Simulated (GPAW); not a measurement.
## Collinear magnetic orders of linear Ni chain, spacing 2.418 A with GPAW

A self-consistent run ends on one state, which hangs on the start. Several orders of linear Ni chain, spacing 2.418 A are started in GPAW and their energies compared.

Program: GPAW 26.7.0. Level of theory: LDA; plane waves with GPAW's PAW setups, scalar-relativistic. Results are calculated unless marked as measured.

### Step 1. The structure

The cell holds 1 atom: 1 Ni. Its edges and angles: a = 12.000 Å, b = 12.000 Å, c = 2.418 Å, α = 90.0°, β = 90.0°, γ = 90.0°. model lattice. Vacuum lies along a and b. The structure's axis is c.

Coordinates:

```
Ni
1.0
    12.00000    0.00000    0.00000
     0.00000   12.00000    0.00000
     0.00000    0.00000    2.41800
Ni
1
Cartesian
  6.0000 6.0000 0.0000
```

### Step 2. Order 1, typed as ferro +

Parallel moments need no larger cell; this start tests for a ferromagnetic state only.

Contents of order1.py:

```python
import json
import numpy as np
from ase import Atoms
from ase.parallel import paropen, parprint
from gpaw import GPAW

atoms = Atoms(['Ni'],
    cell=[[12.0, 0.0, 0.0],
         [0.0, 12.0, 0.0],
         [0.0, 0.0, 2.418]],
    scaled_positions=[[0.5, 0.5, 0.0]],
    pbc=True,
    magmoms=[1.0])
atoms.calc = GPAW(mode={'name': 'pw', 'ecut': 550},
    xc='LDA',
    kpts={'size': (1, 1, 12), 'gamma': True},
    occupations={'name': 'fermi-dirac', 'width': 0.1},
    convergence={'density': 1e-05, 'energy': 1e-05},
    maxiter=200,
    symmetry={'tolerance': 1e-4},
    txt='order1.txt')
e = atoms.get_potential_energy(force_consistent=True)
res = {'free_energy': e, 'energy_sigma0': atoms.get_potential_energy(), 'fermi_energy': atoms.calc.get_fermi_level()}
res['moments'] = atoms.get_magnetic_moments().tolist()
res['total'] = atoms.get_magnetic_moment()
parprint('site moments (muB):', np.round(res['moments'], 3))
parprint(f"total moment: {res['total']:.3f} muB")
parprint(f'free energy: {e:.6f} eV')
atoms.calc.write('order1.gpw')
with paropen('results.json', 'w') as f:
    json.dump(res, f)
```

The run is started by

```sh
$ OMP_NUM_THREADS=1 python3 order1.py > order1.log
```

Numbers of over 12 decimals in the logs are rounded to 6 here.

The program printed:

```text
site moments (muB): [1.149]
total moment: 1.167 muB
free energy: -4.704076 eV

--- order1.txt ---
Input parameters:
  mode=PW(ecut=550),
  convergence={'density': 1e-05, 'energy': 1e-05},
  kpts=MonkhorstPack(size=(1, 1, 12), gamma=True),
  maxiter=200,
  occupations=Occupations(name='fermi-dirac', width=0.1),
  symmetry=Symmetry(tolerance=0.0001),
  xc=XC(name='LDA')

Diagonalizing LCAO Hamiltonian
Converting LCAO to pw mode
        .----------------------------.
       /|                            |
      / |                            |
     /  .----------------------------.
    /  /                            /
   /  /                            /
  /  /                            /
 *  /              Ni            /
 | /                            /
 |/                            /
 *----------------------------*

Atoms  # Å, Bohr magnetons
|   | symbol |        x |        y |        z |    initial magnetic moments |
|---|--------|----------|----------|----------|-----------------------------|
| 0 |     Ni | 6.000000 | 6.000000 | 0.000000 | ( 0.0000,  0.0000,  1.0000) |

Unit cell  # Å
| periodic |         x |         y |        z |   lengths |    angles |
|----------|-----------|-----------|----------|-----------|-----------|
|      yes | 12.000000 |  0.000000 | 0.000000 | 12.000000 | 90.000000 |
|      yes |  0.000000 | 12.000000 | 0.000000 | 12.000000 | 90.000000 |
|      yes |  0.000000 |  0.000000 | 2.418000 |  2.418000 | 90.000000 |

Number of symmetries: 16

BZ-sampling:
  Number of BZ points: 12
  Number of IBZ points: 7

  Monkhorst-Pack size: [1, 1, 12]
  Monkhorst-Pack shift: [0.0, 0.0, 0.041667]

K-points  # in reciprocal-cell coordinates
|   |                                coordinates |     weight |
|---|--------------------------------------------|------------|
| 0 | (  0.00000000,   0.00000000,  -0.00000000) | 0.08333333 |
| 1 | (  0.00000000,   0.00000000,   0.08333333) | 0.16666667 |
| 2 | (  0.00000000,   0.00000000,   0.16666667) | 0.16666667 |
| 3 | (  0.00000000,   0.00000000,   0.25000000) | 0.16666667 |
| 4 | (  0.00000000,   0.00000000,   0.33333333) | 0.16666667 |
| 5 | (  0.00000000,   0.00000000,   0.41666667) | 0.16666667 |
| 6 | (  0.00000000,   0.00000000,   0.50000000) | 0.08333333 |

Plane wave coefficients: 10257
Cutoff: 550.0 eV

Spin-components: 2 (collinear spins)
Bands:           12
Projectors:      6
Spin-degeneracy: 1
Datatype:        complex128

Parallelization:
  kpt:    1
  domain: 1
  band:   1

Density:
  Valence electrons: 16.0
  Components: 2
  Grid points: [70 70 14]
  Charge: 0.0  # |e|

Potential:
  Grid points: [70 70 14]

species:
  Ni:
    name:    Nickel
    Z:       28.0
    valence: 16
    core:    12
    charge:  0.0  # [|e|]
    compensation charges:
      type: gauss
      rc: 0.36  # [Å]
      lmax: 2
    cutoffs:
      filter: 2.14  # [Å]
      core: 1.98  # [Å]
    projectors
    | kind |    occ | energy [eV] | rcut [Å] |
    |------|--------|-------------|----------|
    |   4s |  2.000 |      -5.858 |    1.164 |
    |   3p |  6.000 |     -71.266 |    1.207 |
    |   4p |  0.000 |      -1.338 |    1.207 |
    |   3d |  8.000 |      -9.141 |    1.138 |
    |    s |        |      21.353 |    1.164 |
    |    d |        |      18.071 |    1.138 |

    Using partial waves for Ni as LCAO basis

Reference energy: -41300.595870  # eV

eigensolver:
  PPCG
  Converge bands: occupied
  niter=2

density mixing:
  MSR1-Mixer
  Pratt-step length: 0.05
  Maximum mixing coefficient: 0.75
  Old densities: 10
  SVD Regularization: 0.005
  Good broyden scale: 1.0
  Trust region scale: 1.0
  Backstep threshold: 4.0
  History deletion threshold: 6.0
  Fourier metric: weight=20.0, sigma=0.015

occupation numbers:
  Fermi-Dirac:
    width: 0.1000  # eV

poisson solver:
  ecut: 4400.0  # eV

xc functional:
  name: None

convergence criteria:
- Maximum integral of absolute [dens]ity change: 1e-05 electrons / valence electron
- Maximum [total energy] change in last 3 cyles: 1e-05 eV / valence electron
- Maximum integral of absolute [eigenst]ate change: 4e-08 eV^2 / valence electron
maximum number of iterations: 200

SCF iterations
|iter     |      energy | eigst |  dens |  magmom |
|---------|-------------|-------|-------|---------|
|iter:   1|       0s |   -6.207515 | +0.23 |       |  +1.0008|
|iter:   2|       2s |   -5.211527 | -0.74 | -0.73 |  +0.9672|
|iter:   3|       3s |   -4.645110 | -0.86 | -0.98 |  +0.9721|
|iter:   4|       5s |   -4.635602 | -1.70 | -1.50 |  +1.0096|
|iter:   5|       6s |   -4.631354 | -2.07 | -1.61 |  +1.1010|
|iter:   6|       7s |   -4.636015 | -2.39 | -1.95 |  +1.1566|
|iter:   7|       9s |   -4.636963 | -2.69 | -2.24 |  +1.1728|
|iter:   8|      10s |   -4.637160 | -3.03 | -2.68 |  +1.1687|
|iter:   9|      12s |   -4.637142 | -3.29 | -2.92 |  +1.1651|
|iter:  10|      13s |   -4.637146c| -3.55 | -3.21 |  +1.1650|
|iter:  11|      14s |   -4.637122c| -3.77 | -3.50 |  +1.1657|
|iter:  12|      16s |   -4.637112c| -4.03 | -3.83 |  +1.1665|
|iter:  13|      17s |   -4.637108c| -4.24 | -4.36 |  +1.1667|
|iter:  14|      19s |   -4.637109c| -4.49 | -4.96 |  +1.1667|
|iter:  15|      20s |   -4.637109c| -4.69 | -5.54c|  +1.1667|
|iter:  16|      21s |   -4.637110c| -4.93 | -5.74c|  +1.1667|
|iter:  17|      23s |   -4.637110c| -5.15 | -6.04c|  +1.1667|
|iter:  18|      24s |   -4.637110c| -5.35 | -6.36c|  +1.1667|
|iter:  19|      25s |   -4.637110c| -5.61 | -6.92c|  +1.1667|
|iter:  20|      27s |   -4.637110c| -5.87 | -6.78c|  +1.1667|
|iter:  21|      28s |   -4.637110c| -6.10 | -6.94c|  +1.1667|
|iter:  22|      29s |   -4.637110c| -6.27 | -6.91c|  +1.1667|
|iter:  23|      30s |   -4.637110c| -6.92 | -7.03c|  +1.1667|
|iter:  24|      31s |   -4.637110c| -7.13 | -7.14c|  +1.1667|
|iter:  25|      32s |   -4.637110c| -7.54c| -6.68c|  +1.1667|

Converged in 25 steps
Energy contributions relative to reference atoms: (reference = -41300.595870)

Energy contributions:
  Kinetic:           5.898344
  Coulomb:          -4.017668
  Zero:              0.119078
  External:          0.000000
  Xc:               -6.569897
  Entropy:          -0.133932
  Spinorbit:         0.000000
  ----------------------------
  Free energy:      -4.704076
  Extrapolated:     -4.637110

dipole moment: (0.000003, 0.000003, -4.880472)  # |e|*Ang

Total magnetic moment: (0.000000, 0.000000, 1.166715)

Local magnetic moments
|        x |        y |        z |
|----------|----------|----------|
| 0.000000 | 0.000000 | 1.149340 |  # Ni   0

Fermi level: -4.841
Eigenvalues  # (at kpt = [0.000, 0.000, -0.000])
| band index |      eig [eV] | occ [0-1] |      eig [eV] | occ [0-1] |
|------------|---------------|-----------|---------------|-----------|
|          0 |       -68.159 |     1.000 |       -66.803 |     1.000 |
|          1 |       -67.814 |     1.000 |       -66.617 |     1.000 |
|          2 |       -67.814 |     1.000 |       -66.617 |     1.000 |
|          3 |        -8.391 |     1.000 |        -7.875 |     1.000 |
|          4 |        -6.279 |     1.000 |        -5.623 |     1.000 |
|          5 |        -6.205 |     1.000 |        -5.222 |     0.978 |
|          6 |        -6.205 |     1.000 |        -5.222 |     0.978 |
|          7 |        -5.649 |     1.000 |        -4.449 |     0.019 |
|          8 |        -5.649 |     1.000 |        -4.449 |     0.019 |
|          9 |        -2.132 |     0.000 |        -2.059 |     0.000 |
|         10 |        -2.132 |     0.000 |        -2.059 |     0.000 |
|         11 |         0.127 |     0.000 |         0.142 |     0.000 |

No gap
No difference between direct/indirect transitions
```

The job ended after 36 s (1 MPI rank of AMD EPYC 7R43, shared host; peak memory 0.31 GiB).

Numbers from this step:

| Property | Result |
| --- | --- |
| magnetization | 1.167 μB |
| final state | ferromagnetic |
| largest moment | 1.149 μB |

After 25 cycles the largest moment stands at 1.15 μB.

(Part 1 of 2 ends here.)

[Logs and program files are shortened in this print: banners, set-up blocks, solver, clock and traceback lines can be left out without a mark of their own.]

[Logs are printed without paths, hosts, clocks, repeated set-up lines and the standing remarks that a program may print on its own settings, such as how far it seeks lower states.]

[Hosts, paths, dates, database ids (printed as entryN), source tags and the programs' standing remarks are cut or masked in the printed files.]

[Where a cell is said to come from a database of computed structures, the database is the Materials Project.]
